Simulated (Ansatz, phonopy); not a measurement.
# Quasi-harmonic thermodynamics of CdS (Hawleyite, F-43m), part 2 of 2

Aim: the lattice, expansion, heat capacity and bulk modulus of CdS (Hawleyite) as it warms.

Ansatz 0.2.0; DFT RPBE, scalar-relativistic, plane waves, PAW.

So far, principal linear expansion coefficients at 298 K (× 1e-6/K): step 7 (phonons on strained cells, q-mesh 2×2×2) 8.36. Also isothermal bulk modulus at 298 K (GPa): step 7 43.4. The relaxed cell has a = 6.008 Å (conventional setting).

### 9. The quasi-harmonic study, q-mesh 4×4×4

Thermal expansion follows from how the free energy of the vibrations (and of the electrons in a metal) changes with strain, so the program makes strained cells, their phonons and a fit in one run.

This step: DFT RPBE, scalar-relativistic, plane waves, PAW (Ansatz 0.2.0).

The input, input.yaml:

```yaml
crystal:
  lattice:
    - [0.0, 3.0039141939, 3.0039141939]
    - [3.0039141939, 0.0, 3.0039141939]
    - [3.0039141939, 3.0039141939, 0.0]
  atoms:
    - { symbol: Cd, position: [0.0, 0.0, 0.0] }
    - { symbol: S, position: [0.25, 0.25, 0.25] }
kpoints:
  mp_grid: { grid: [8, 8, 8] }
hamiltonian:
  xc: rpbe
scf:
  occupations: { method: fixed }
output:
  eigenvalues: true
phonons:
  method: dfpt
  qmesh: [4, 4, 4]
  temperatures: { t_max: 800.0, t_step: 50 }
  thermal_expansion: {}
```

The run is started by

```
$ ansatz run input.yaml --threads 2 --pin off --max-ram 5120MiB --backend cpu --events-out ev --progress --plain --runs-dir out
```

It took 26 min on 2 threads of Arm Neoverse V1, shared host; peak memory 1.4 GiB.

This step gave:

* volume expansion coefficient at 298 K: 27.76 1e-6/K
* entropy at 298 K: 38.00 J/mol-atom/K
* isothermal bulk modulus at 298 K: 43.35 GPa
* Grüneisen parameter at 298 K: 0.8438
* volume at 298 K: 27.36 Å³/atom
* principal linear expansion coefficients at 298 K: 9.254, 9.254, 9.254 1e-6/K

Strained cells of the study; zero-point energy where phonons were solved; the pressures are stresses at a fixed cutoff and can carry an offset from the finite basis. Expansion cells, by row:

```csv
cell,|a| (Å),|b| (Å),|c| (Å),V (Å³/atom),E - E_lowest (meV/atom),"pressure, compression positive (GPa)",gap (eV),zero-point energy (meV/atom)
1,4.248,4.248,4.248,27.11,0,-0.029,1.135,-
2,4.282,4.282,4.282,27.76,2.272,-1.091,1.08,-
3,4.214,4.214,4.214,26.47,2.271,1.156,1.189,-
4,4.248,4.248,4.248,27.11,0,-0.029,1.135,29.32
5,4.269,4.269,4.269,27.51,0.905,-0.707,1.101,28.74
6,4.279,4.279,4.279,27.71,1.928,-1.01,1.085,28.47
7,4.295,4.295,4.295,28.01,4.264,-1.463,1.059,28.04
8,4.206,4.206,4.206,26.31,3.593,1.476,1.203,-
9,4.227,4.227,4.227,26.7,0.874,0.698,1.169,-
10,4.319,4.319,4.319,28.48,9.412,-2.101,1.021,-
```

Quasi-harmonic; a, b, c are the run's own cell vectors. Expansion, by row:

```csv
T (K),a (Å),b (Å),c (Å),alpha (deg),beta (deg),gamma (deg),cell volume (Å³/cell),alpha_a (1e-6/K),alpha_b (1e-6/K),alpha_c (1e-6/K),alpha_V (1e-6/K),C_P (J/mol-atom/K),C_V (J/mol-atom/K),S (J/mol-atom/K),B_T (GPa),B_S (GPa),Grueneisen,extrapolation,fit error (1e-6/K)
0,4.255,4.255,4.255,60,60,60,54.47,0,0,0,0,0,0,0,46.18,46.18,-,0,0
50,4.255,4.255,4.255,60,60,60,54.46,-0.02,-0.02,-0.02,-0.05,9.303,9.303,6.582,46.04,46.04,-0.004,0,0
100,4.255,4.255,4.255,60,60,60,54.48,3.84,3.84,3.84,11.53,16.3,16.29,15.35,45.62,45.65,0.53,0,0
150,4.256,4.256,4.256,60,60,60,54.52,6.42,6.42,6.42,19.25,20.11,20.07,22.77,45.09,45.18,0.71,0,0.01
200,4.258,4.258,4.258,60,60,60,54.58,7.82,7.82,7.82,23.47,22.02,21.94,28.85,44.51,44.68,0.783,0,0.01
250,4.26,4.26,4.26,60,60,60,54.65,8.68,8.68,8.68,26.04,23.06,22.93,33.88,43.92,44.16,0.821,0,0.02
298.1,4.261,4.261,4.261,60,60,60,54.72,9.25,9.25,9.25,27.76,23.66,23.5,38,43.35,43.65,0.844,0,0.02
300,4.261,4.261,4.261,60,60,60,54.72,9.27,9.27,9.27,27.82,23.68,23.52,38.15,43.33,43.63,0.845,0,0.02
350,4.263,4.263,4.263,60,60,60,54.8,9.73,9.73,9.73,29.2,24.09,23.88,41.83,42.73,43.1,0.862,0,0.02
400,4.266,4.266,4.266,60,60,60,54.88,10.12,10.12,10.12,30.36,24.38,24.13,45.07,42.12,42.57,0.876,0,0.03
450,4.268,4.268,4.268,60,60,60,54.97,10.47,10.47,10.47,31.4,24.6,24.3,47.95,41.52,42.04,0.888,0,0.02
500,4.27,4.27,4.27,60,60,60,55.05,10.79,10.79,10.79,32.37,24.77,24.42,50.55,40.91,41.5,0.899,0,0.02
550,4.272,4.272,4.272,60,60,60,55.14,11.1,11.1,11.1,33.3,24.92,24.51,52.92,40.3,40.97,0.909,0,0.02
600,4.275,4.275,4.275,60,60,60,55.24,11.41,11.41,11.41,34.22,25.04,24.58,55.1,39.69,40.44,0.919,0,0.01
650,4.277,4.277,4.277,60,60,60,55.33,11.71,11.71,11.71,35.14,25.16,24.63,57.1,39.07,39.9,0.929,0,0.02
700,4.28,4.28,4.28,60,60,60,55.43,12.02,12.02,12.02,36.06,25.26,24.68,58.97,38.46,39.37,0.938,0,0.03
750,4.282,4.282,4.282,60,60,60,55.53,12.34,12.34,12.34,37.01,25.36,24.71,60.72,37.84,38.84,0.948,0,0.05
800,4.285,4.285,4.285,60,60,60,55.64,12.66,12.66,12.66,37.97,25.46,24.74,62.36,37.23,38.31,0.957,0,0.08
```

The expansion coefficient by temperature; values in 1e-6/K:

```csv
temperature (K),volume,principal 1
0,0,0
50,-0.05,-0.02
100,11.5,3.84
150,19.2,6.42
200,23.5,7.82
250,26.0,8.68
298,27.8,9.25
300,27.8,9.27
350,29.2,9.73
400,30.4,10.1
450,31.4,10.5
500,32.4,10.8
550,33.3,11.1
600,34.2,11.4
650,35.1,11.7
700,36.1,12.0
750,37.0,12.3
800,38.0,12.7
```

Changing the q-mesh (2×2×2 → 4×4×4) takes the volume expansion at 298 K from 25.1 to 27.8 × 10⁻⁶/K and B_T from 43.4 to 43.4 GPa.

### 10. Results

| Item | Value |
| --- | --- |
| settings of these figures | RPBE, 487.2 eV, k 8×8×8, q 4×4×4 |
| volume expansion coefficient at 298 K | 27.76 1e-6/K |
| C_P at 298 K | 23.66 J/mol-atom/K |
| entropy at 298 K | 38.00 J/mol-atom/K |
| isothermal bulk modulus at 298 K | 43.35 GPa |
| Grüneisen parameter at 298 K | 0.8438 |
| volume at 298 K | 27.36 Å³/atom |
| principal linear expansion coefficients at 298 K | 9.254, 9.254, 9.254 1e-6/K |

What this shows: Near room temperature CdS (Hawleyite) expands by 27.8 × 10⁻⁶/K in volume by RPBE, with C_P = 23.7 J/(mol K) per mole of atoms and B_T = 43.4 GPa. C_P at room temperature is 95 % of the classical 3R an atom. Changing the q-mesh moves the volume expansion at 298 K between 25.1 and 27.8 × 10⁻⁶/K, while the CPU time spans a factor of 4.3. The interpolation has no quadrupole term, so branches near the zone centre are less sure, since this crystal has sites that are not centres of inversion. The PAW files were made for PBE and are used here under another functional, for which the program regenerates the frozen cores. The cell of these runs is 9 % larger in volume than the database cell; frequencies and all that rests on them shift with it.

[Logs are printed without paths, hosts, clocks, repeated set-up lines and the standing remarks that a program may print on its own settings, such as how far it seeks lower states.]

[Hosts, paths, dates, database ids (printed as entryN), source tags and the programs' standing remarks are cut or masked in the printed files.]

[A step with changed settings may run another functional than the one named; its input shows which.]
